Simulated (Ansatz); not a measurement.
**How NaI (Fm-3m) expands on warming**

Wanted: α(T), C_P(T) and B(T) of NaI in the quasi-harmonic approximation.

Experimental results on record:
- volume expansion coefficient 135 1e-6/K near room temperature (given in “Descriptors for thermal expansion in solids”, 2017, arXiv:1701.03966)

Calculated with Ansatz 0.2.0; DFT LDA, scalar-relativistic, plane waves, PAW.

Report form: the programs' logs are mostly left out.

### Step 1. Starting point

Symmetry: Fm-3m, No. 225, cubic system. The conventional cell has a = 6.473 Å, b = 6.473 Å, c = 6.473 Å, α = 90.00°, β = 90.00°, γ = 90.00°. Na has 6 I at 3.24 Å nearest. I has 6 Na at 3.24 Å nearest. Farther neighbours and most contacts between anions are not listed.

### Step 2. A first coarse run

A cheap single point shows whether the cell is a metal or an insulator and how far it is from rest; that sets the k-mesh and the occupations of what follows.

File input.yaml:

```yaml
crystal:
  lattice:
    - [0.0, 3.2364, 3.2364]
    - [3.2364, 0.0, 3.2364]
    - [3.2364, 3.2364, 0.0]
  atoms:
    - { symbol: Na, position: [0.0, 0.0, 0.0] }
    - { symbol: I, position: [0.5, 0.5, 0.5] }
kpoints:
  mp_grid: { grid: [6, 6, 6] }
hamiltonian:
  xc: lda
scf:
  occupations: { method: gaussian, width: 0.1 }
output:
  forces: true
  stress: true
  eigenvalues: true
```

Started as:

```
ansatz run input.yaml --threads 4 --pin off --max-ram 16384MiB --backend cpu --events-out ev --progress --plain --runs-dir out
```

Elapsed: 0.93 s, on 4 threads of Arm Neoverse V2, shared host; peak memory 0.29 GiB.

This step gave:

- pressure: -1.637 GPa
- gap on the k-mesh: 3.333 eV
- volume per atom: 33.90 Å³

The start is under -1.6 GPa at this level and looks like an insulator or semiconductor on this mesh.

### Step 3. Finding the static equilibrium

The vibrations must be taken about the equilibrium of this functional, not about the starting cell, so the structure is relaxed.

input.yaml, the sections that differ from step 2:

```yaml
scf:
  occupations: { method: gaussian, width: 0.02 }
output:
  forces: true
  stress: true
  eigenvalues: true
  write_density: true
  write_potential: true
  elf: true
  volumetric_format: npy
relax:
  adjacent_minimum: "off"
  f_tol: 0.005
  max_steps: 80
  cell: { stress_tol: 0.05 }
# crystal, kpoints, hamiltonian: as in step 2
```

Elapsed: 2.5 s, on 4 threads; peak memory 0.33 GiB.

The steps of the relaxation:

| step | energy less that of the first step (eV) | largest force component (eV/Å) | pressure (GPa) | volume (Å³) |
| --- | --- | --- | --- | --- |
| 1 | 0.0000 | 0.0000 | -1.64 | 67.80 |
| 2 | -0.0270 | 0.0000 | -0.94 | 64.53 |
| 3 | -0.0368 | 0.0000 | 0.25 | 60.63 |
| 4 | -0.0372 | 0.0000 | -0.02 | 61.40 |
| 5* | -0.0364 | 0.0000 | -0.02 | 61.40 |

Relaxation steps marked * repeat the geometry before them on a plane-wave basis chosen anew for their cell, so energy and pressure can jump there.

The run keeps the 48 symmetry operations that it works with, so distortions that break them were not tested.

```csv
"conventional cell, symmetrised",before,after,change
a (Å),6.473,6.263,-3.2 %
b (Å),6.473,6.263,-3.2 %
c (Å),6.473,6.263,-3.2 %
volume (Å³/atom),33.90,30.70,-9.4 %
```

Final coordinates:

```xyz
2
Lattice="0.0000 3.1313 3.1313 3.1313 0.0000 3.1313 3.1313 3.1313 0.0000" Properties=species:S:1:pos:R:3 pbc="T T T"
Na    0.0000    0.0000    0.0000
I     3.1313    3.1313    3.1313
```

This step gave:

| Quantity | Value |
| --- | --- |
| pressure | -0.02407 GPa |
| gap on the k-mesh | 3.616 eV |
| volume per atom | 30.70 Å³ |

Valence density in the ac plane of the conventional cell at fractional y = 0.000, with atoms of Na and I within 0.2 Å of it. It is the smooth field of the valence electrons, not physical close to the nuclei.

Ten steps, logarithmic in the rise over the least value, from '0' (0 e/Å³) to '9' (17 e/Å³), each cell a mean:
```
96201247985310048
53000135653210014
00000122332100000
00000001111000000
11000000000000011
32100000000000123
64310003541001235
97420026984001358
98421027995001369
86320015763001257
43210001220000234
22100000000000112
10000000100000001
00000012221000000
21000123443100002
75100236874210036
97201248996310059
```
Columns run along a (6.3 Å), rows up along c (6.3 Å), edges of the conventional cell, whose origin can differ from the input's. Atoms in or near the plane, at fractional coordinates: Na at (0.00, 0.00), Na at (0.50, 0.50), I at (0.50, 0.00), I at (0.00, 0.50).

Electrostatic potential energy in the ac plane of the conventional cell at fractional y = 0.000, with atoms of Na and I within 0.2 Å of it. With pseudopotentials it is smooth inside the atoms' cores, unlike the true potential.

Ten even steps from '_' (-40 eV) to '@' (9 eV), each cell a mean:
```
__::%%@@@@%%++##@@@@++**@@@@%%++__
==##%%@@@@@@**++**++++%%@@@@@@%%++
%%@@@@@@@@@@%%##****%%@@@@@@@@@@%%
@@@@@@@@@@@@@@@@@@@@@@@@@@@@@@@@@@
@@@@@@@@@@@@@@@@@@@@@@@@@@@@@@@@@@
**##%%@@@@@@@@@@%%%%@@@@@@@@@@%%**
**++##@@@@@@%%##++**%%@@@@@@%%++++
@@##++%%@@@@##::____**%%@@@@**++@@
@@%%++%%@@@@##..____++%%@@@@****@@
%%****%%@@@@%%==..::##@@@@@@##++##
++**%%@@@@@@@@%%####%%@@@@@@%%**++
%%%%@@@@@@@@@@@@@@@@@@@@@@@@@@@@%%
@@@@@@@@@@@@@@@@@@@@@@@@@@@@@@@@@@
@@@@@@@@@@@@@@%%%%%%@@@@@@@@@@@@@@
##%%@@@@@@@@%%**++++##%%@@@@@@%%%%
..++%%@@@@%%****%%##++##@@@@@@##::
__..##@@@@%%++%%@@@@****@@@@%%==__
```
Columns run along a (6.3 Å; values clipped at the 3rd and 97th percentile), rows up along c (6.3 Å), edges of the conventional cell, whose origin can differ from the input's. Atoms in or near the plane, at fractional coordinates: Na at (0.00, 0.00), Na at (0.50, 0.50), I at (0.50, 0.00), I at (0.00, 0.50).

ELF in the ac plane of the conventional cell at fractional y = 0.000, with atoms of Na and I within 0.2 Å of it. It is the smooth field of the valence electrons, not physical close to the nuclei.

Ten even steps from '0' (0.03) to '9' (0.76), each cell a mean:
```
57207984337993056
64006997668982025
00003899999961000
33201479998620123
99730023333102689
99973000000016999
67996004652038987
35897027565039963
44897037356039963
46896016774039974
88995001320027998
99961000000004899
77510156776301367
00001699999730000
31005998889972002
76107986457993047
47307984436993065
```
Columns run along a (6.3 Å), rows up along c (6.3 Å), edges of the conventional cell, whose origin can differ from the input's. Atoms in or near the plane, at fractional coordinates: Na at (0.00, 0.00), Na at (0.50, 0.50), I at (0.50, 0.00), I at (0.00, 0.50).

The relaxation ends with a pressure of -0.02 GPa.

### Step 4. A second relaxation

The relaxation is run once more from where the first one ended, as the script does after a large change of volume or of the gap, with mesh and occupations reviewed.

Changes to input.yaml since step 3:

```diff
@@ -2,5 +2,5 @@
   lattice:
-    - [0.0, 3.2364, 3.2364]
-    - [3.2364, 0.0, 3.2364]
-    - [3.2364, 3.2364, 0.0]
+    - [0.0, 3.1312689517, 3.1312689517]
+    - [3.1312689517, 0.0, 3.1312689517]
+    - [3.1312689517, 3.1312689517, 0.0]
   atoms:
```

The job ended after 1.4 s (4 threads; peak memory 0.3 GiB; 3.2 s of CPU time).

Little changed from the start: no atom moved by 0.005 Å and no cell edge by 0.1 %.

Valence density in the ac plane of the conventional cell at fractional y = 0.000, with atoms of Na and I within 0.2 Å of it. It is the smooth field of the valence electrons, not physical close to the nuclei.

Ten steps, logarithmic in the rise over the least value, from '0' (0 e/Å³) to '9' (17 e/Å³), each cell a mean:
```
96201247985310048
53000135653210014
00000122332100000
00000001111000000
11000000000000011
32100000000000123
64310003541001235
97420026984001358
98421027995001369
86320015763001257
43210001220000234
22100000000000112
10000000100000001
00000012221000000
21000123443100002
75100236874210036
97201248996310059
```
Columns run along a (6.3 Å), rows up along c (6.3 Å), edges of the conventional cell, whose origin can differ from the input's. Atoms in or near the plane, at fractional coordinates: Na at (0.00, 0.00), Na at (0.50, 0.50), I at (0.50, 0.00), I at (0.00, 0.50).

Electrostatic potential energy in the ac plane of the conventional cell at fractional y = 0.000, with atoms of Na and I within 0.2 Å of it. With pseudopotentials it is smooth inside the atoms' cores, unlike the true potential.

Ten even steps from '_' (-40 eV) to '@' (9 eV), each cell a mean:
```
__::%%@@@@%%++##@@@@++**@@@@%%++__
==##%%@@@@@@**++**++++%%@@@@@@%%++
%%@@@@@@@@@@%%##****%%@@@@@@@@@@%%
@@@@@@@@@@@@@@@@@@@@@@@@@@@@@@@@@@
@@@@@@@@@@@@@@@@@@@@@@@@@@@@@@@@@@
**##%%@@@@@@@@@@%%%%@@@@@@@@@@%%**
**++##@@@@@@%%##++**%%@@@@@@%%++++
@@##++%%@@@@##::____**%%@@@@**++@@
@@%%++%%@@@@##..____++%%@@@@****@@
%%****%%@@@@%%==..::##@@@@@@##++##
++**%%@@@@@@@@%%####%%@@@@@@%%**++
%%%%@@@@@@@@@@@@@@@@@@@@@@@@@@@@%%
@@@@@@@@@@@@@@@@@@@@@@@@@@@@@@@@@@
@@@@@@@@@@@@@@%%%%%%@@@@@@@@@@@@@@
##%%@@@@@@@@%%**++++##%%@@@@@@%%%%
..++%%@@@@%%****%%##++##@@@@@@##::
__..##@@@@%%++%%@@@@****@@@@%%==__
```
Columns run along a (6.3 Å; values clipped at the 3rd and 97th percentile), rows up along c (6.3 Å), edges of the conventional cell, whose origin can differ from the input's. Atoms in or near the plane, at fractional coordinates: Na at (0.00, 0.00), Na at (0.50, 0.50), I at (0.50, 0.00), I at (0.00, 0.50).

ELF in the ac plane of the conventional cell at fractional y = 0.000, with atoms of Na and I within 0.2 Å of it. It is the smooth field of the valence electrons, not physical close to the nuclei.

Values, 9 rows by 16 columns, each cell a mean:
```
0.49 0.45 0.10 0.18 0.65 0.72 0.59 0.40 0.37 0.51 0.68 0.74 0.39 0.05 0.32 0.50
0.16 0.12 0.08 0.09 0.31 0.60 0.71 0.72 0.71 0.72 0.68 0.45 0.15 0.06 0.10 0.15
0.70 0.69 0.57 0.31 0.11 0.13 0.22 0.26 0.27 0.24 0.16 0.08 0.20 0.48 0.66 0.70
0.46 0.58 0.70 0.70 0.35 0.04 0.20 0.42 0.44 0.33 0.07 0.16 0.61 0.74 0.64 0.51
0.29 0.40 0.65 0.75 0.42 0.07 0.45 0.48 0.39 0.55 0.17 0.19 0.69 0.71 0.53 0.28
0.57 0.65 0.72 0.66 0.29 0.04 0.12 0.29 0.33 0.20 0.04 0.14 0.53 0.72 0.68 0.60
0.61 0.58 0.45 0.20 0.09 0.21 0.37 0.43 0.43 0.41 0.29 0.13 0.14 0.35 0.54 0.60
0.20 0.12 0.04 0.11 0.42 0.69 0.72 0.68 0.67 0.70 0.71 0.56 0.23 0.04 0.07 0.17
0.44 0.52 0.15 0.18 0.68 0.72 0.56 0.33 0.33 0.44 0.66 0.75 0.41 0.06 0.40 0.51
```
Columns run along a (6.3 Å), rows up along c (6.3 Å), edges of the conventional cell, whose origin can differ from the input's. Atoms in or near the plane, at fractional coordinates: Na at (0.00, 0.00), Na at (0.50, 0.50), I at (0.50, 0.00), I at (0.00, 0.50).

### Step 5. Relaxing to small residual forces and stress

The relaxation is repeated with tighter thresholds on force and stress, since phonons are sensitive to what is left; a change of mesh or smearing in the input moves the cell too.

input.yaml, the sections that differ from step 4:

```yaml
kpoints:
  mp_grid: { grid: [8, 8, 8] }
scf:
  occupations: { method: fixed }
output:
  forces: true
  stress: true
  eigenvalues: true
relax:
  adjacent_minimum: "off"
  f_tol: 0.001
  max_steps: 60
  cell: { stress_tol: 0.01 }
# crystal, hamiltonian: as in step 4
```

Wall time 2.1 s (4 threads); peak memory 0.33 GiB; 6.9 s of CPU time.

Little changed from the start: no atom moved by 0.005 Å and no cell edge by 0.1 %.

This step gave:

| Quantity | Value |
| --- | --- |
| pressure | 3.11e-5 GPa |
| gap on the k-mesh | 3.620 eV |
| volume per atom | 30.66 Å³ |

The residual pressure is 3.1e-5 GPa, small enough for phonons.

### Step 6. Relaxing at another setting

The functional, the potentials or the cutoff change, so the crystal is relaxed again at the new setting.

input.yaml, the sections that differ from step 5:

```yaml
crystal:
  lattice:
    - [0.0, 3.1298713051, 3.1298713051]
    - [3.1298713051, 0.0, 3.1298713051]
    - [3.1298713051, 3.1298713051, 0.0]
  atoms:
    - { symbol: Na, position: [0.0, 0.0, 0.0] }
    - { symbol: I, position: [0.5, 0.5, 0.5] }
basis:
  ecutwfc: 550.0
# kpoints, hamiltonian, scf, output, relax: as in step 5
```

Elapsed: 1.8 s, on 4 threads; peak memory 0.36 GiB.

Little changed from the start: no atom moved by 0.005 Å and no cell edge by 0.1 %.

Numbers from this step:

```
pressure : 2.64e-4 GPa
```

The residual pressure is 2.6e-4 GPa, small enough for phonons.

### Step 7. Phonons on strained cells, cutoff 550 eV, k-mesh 8×8×8

The study relaxes the crystal at several strains, solves the phonons on some of them and minimises the free energy at each temperature (static energy, vibrations, the electrons in a metal, and PV under a set pressure); the q-mesh sets how far the force constants reach.

input.yaml, the sections that differ from step 6:

```yaml
output:
  eigenvalues: true
phonons:
  method: dfpt
  qmesh: [4, 4, 4]
  temperatures: { t_max: 500.0, t_step: 25 }
  thermal_expansion: {}
# crystal, kpoints, hamiltonian, scf, basis: as in step 6
# relax: removed
```

It took 21 min on 4 threads; peak memory 1.8 GiB.

Numbers from this step:

| Property | Result |
| --- | --- |
| pressure | 2.61e-4 GPa |
| volume expansion coefficient at 298 K | 139.5 1e-6/K |
| C_P at 298 K | 26.33 J/mol-atom/K |
| entropy at 298 K | 48.99 J/mol-atom/K |
| isothermal bulk modulus at 298 K | 16.71 GPa |
| Grüneisen parameter at 298 K | 1.828 |
| volume at 298 K | 31.86 Å³/atom |
| principal linear expansion coefficients at 298 K | 46.5, 46.5, 46.5 1e-6/K |

Strained cells of the study; zero-point energy where phonons were solved; the pressures are stresses at a fixed cutoff and can carry an offset from the finite basis. Expansion cells, by row:

```csv
cell,|a| (Å),|b| (Å),|c| (Å),V (Å³/atom),E - E_lowest (meV/atom),"pressure, compression positive (GPa)",gap (eV),zero-point energy (meV/atom)
1,4.426,4.426,4.426,30.66,0,-0.001,3.62,-
2,4.462,4.462,4.462,31.4,1.11,-0.47,3.547,-
3,4.391,4.391,4.391,29.94,1.162,0.524,3.697,-
4,4.427,4.427,4.427,30.67,0,-0.007,3.619,18.09
5,4.449,4.449,4.449,31.13,0.454,-0.307,3.573,17.57
6,4.479,4.479,4.479,31.76,2.383,-0.673,3.513,16.89
7,4.505,4.505,4.505,32.32,5.25,-0.966,3.462,16.3
8,4.531,4.531,4.531,32.89,9.161,-1.233,3.414,15.71
9,4.557,4.557,4.557,33.47,14.06,-1.476,3.367,15.13
10,4.383,4.383,4.383,29.76,1.797,0.66,3.716,-
11,4.405,4.405,4.405,30.21,0.435,0.315,3.667,-
12,4.594,4.594,4.594,34.28,22.29,-1.774,3.305,-
```

Quasi-harmonic; a, b, c are the run's own cell vectors. Expansion, by row:

```csv
T (K),a (Å),b (Å),c (Å),alpha (deg),beta (deg),gamma (deg),cell volume (Å³/cell),alpha_a (1e-6/K),alpha_b (1e-6/K),alpha_c (1e-6/K),alpha_V (1e-6/K),C_P (J/mol-atom/K),C_V (J/mol-atom/K),S (J/mol-atom/K),B_T (GPa),B_S (GPa),Grueneisen,extrapolation,fit error (1e-6/K)
0,4.439,4.439,4.439,60,60,60,61.86,0,0,0,0,0,0,0,20.21,20.21,-,0,0
25,4.44,4.44,4.44,60,60,60,61.87,7.12,7.12,7.12,21.35,6.436,6.432,3.005,20.18,20.19,1.248,0,0
50,4.441,4.441,4.441,60,60,60,61.94,19.53,19.53,19.53,58.59,14.23,14.16,10.04,20.01,20.1,1.544,0,0.01
75,4.444,4.444,4.444,60,60,60,62.05,27.92,27.92,27.92,83.75,18.83,18.63,16.78,19.75,19.95,1.658,0,0.01
100,4.447,4.447,4.447,60,60,60,62.19,32.78,32.78,32.78,98.33,21.33,20.98,22.57,19.45,19.78,1.707,0,0.02
125,4.451,4.451,4.451,60,60,60,62.35,35.84,35.84,35.84,107.5,22.8,22.28,27.5,19.14,19.58,1.734,0,0.02
150,4.455,4.455,4.455,60,60,60,62.53,38.02,38.02,38.02,114.1,23.74,23.05,31.75,18.81,19.38,1.753,0,0.02
175,4.459,4.459,4.459,60,60,60,62.71,39.75,39.75,39.75,119.2,24.41,23.54,35.46,18.48,19.16,1.767,0,0.03
200,4.464,4.464,4.464,60,60,60,62.9,41.24,41.24,41.24,123.7,24.92,23.87,38.76,18.14,18.94,1.781,0,0.03
225,4.469,4.469,4.469,60,60,60,63.1,42.61,42.61,42.61,127.8,25.34,24.1,41.72,17.79,18.71,1.793,0,0.04
250,4.473,4.473,4.473,60,60,60,63.3,43.93,43.93,43.93,131.8,25.7,24.26,44.4,17.43,18.47,1.805,0,0.04
275,4.478,4.478,4.478,60,60,60,63.51,45.25,45.25,45.25,135.8,26.04,24.39,46.87,17.06,18.22,1.817,0,0.05
298.1,4.483,4.483,4.483,60,60,60,63.72,46.5,46.5,46.5,139.5,26.33,24.47,48.99,16.72,17.99,1.828,0,0.05
300,4.484,4.484,4.484,60,60,60,63.73,46.6,46.6,46.6,139.8,26.36,24.48,49.15,16.69,17.97,1.829,0,0.05
325,4.489,4.489,4.489,60,60,60,63.96,48.01,48.01,48.01,144,26.67,24.55,51.27,16.3,17.71,1.842,0,0.05
350,4.494,4.494,4.494,60,60,60,64.19,49.5,49.5,49.5,148.5,26.98,24.61,53.26,15.9,17.43,1.855,0,0.06
375,4.5,4.5,4.5,60,60,60,64.44,51.09,51.09,51.09,153.3,27.3,24.66,55.13,15.49,17.15,1.868,0,0.06
400,4.506,4.506,4.506,60,60,60,64.69,52.82,52.82,52.82,158.4,27.64,24.7,56.9,15.07,16.86,1.883,0,0.07
425,4.512,4.512,4.512,60,60,60,64.95,54.69,54.69,54.69,164.1,28,24.73,58.59,14.63,16.56,1.898,0,0.07
450,4.518,4.518,4.518,60,60,60,65.22,56.76,56.76,56.76,170.3,28.39,24.75,60.2,14.17,16.25,1.915,0,0.07
475,4.525,4.525,4.525,60,60,60,65.51,59.06,59.06,59.06,177.2,28.8,24.78,61.75,13.7,15.92,1.932,0,0.07
500,4.532,4.532,4.532,60,60,60,65.8,61.64,61.64,61.64,184.9,29.27,24.8,63.24,13.2,15.58,1.951,0,0.09
```

The expansion coefficient by temperature; values in 1e-6/K:

| temperature (K) | volume | principal 1 |
| --- | --- | --- |
| 0 | 0 | 0 |
| 25 | 21.4 | 7.12 |
| 50 | 58.6 | 19.5 |
| 75 | 83.8 | 27.9 |
| 100 | 98.3 | 32.8 |
| 125 | 108 | 35.8 |
| 150 | 114 | 38.0 |
| 175 | 119 | 39.8 |
| 200 | 124 | 41.2 |
| 225 | 128 | 42.6 |
| 250 | 132 | 43.9 |
| 275 | 136 | 45.2 |
| 298 | 140 | 46.5 |
| 300 | 140 | 46.6 |
| 325 | 144 | 48.0 |
| 350 | 148 | 49.5 |
| 375 | 153 | 51.1 |
| 400 | 158 | 52.8 |
| 425 | 164 | 54.7 |
| 450 | 170 | 56.8 |
| 475 | 177 | 59.1 |
| 500 | 185 | 61.6 |

At 298 K the volume expansion is 140 × 10⁻⁶/K and B_T is 16.7 GPa.

[end of part 1 of 3]

[Logs are printed without paths, hosts, clocks, repeated set-up lines and the standing remarks that a program may print on its own settings, such as how far it seeks lower states.]

[Hosts, paths, dates, database ids (printed as entryN), source tags and the programs' standing remarks are cut or masked in the printed files.]

[A step with changed settings may run another functional than the one named; its input shows which.]
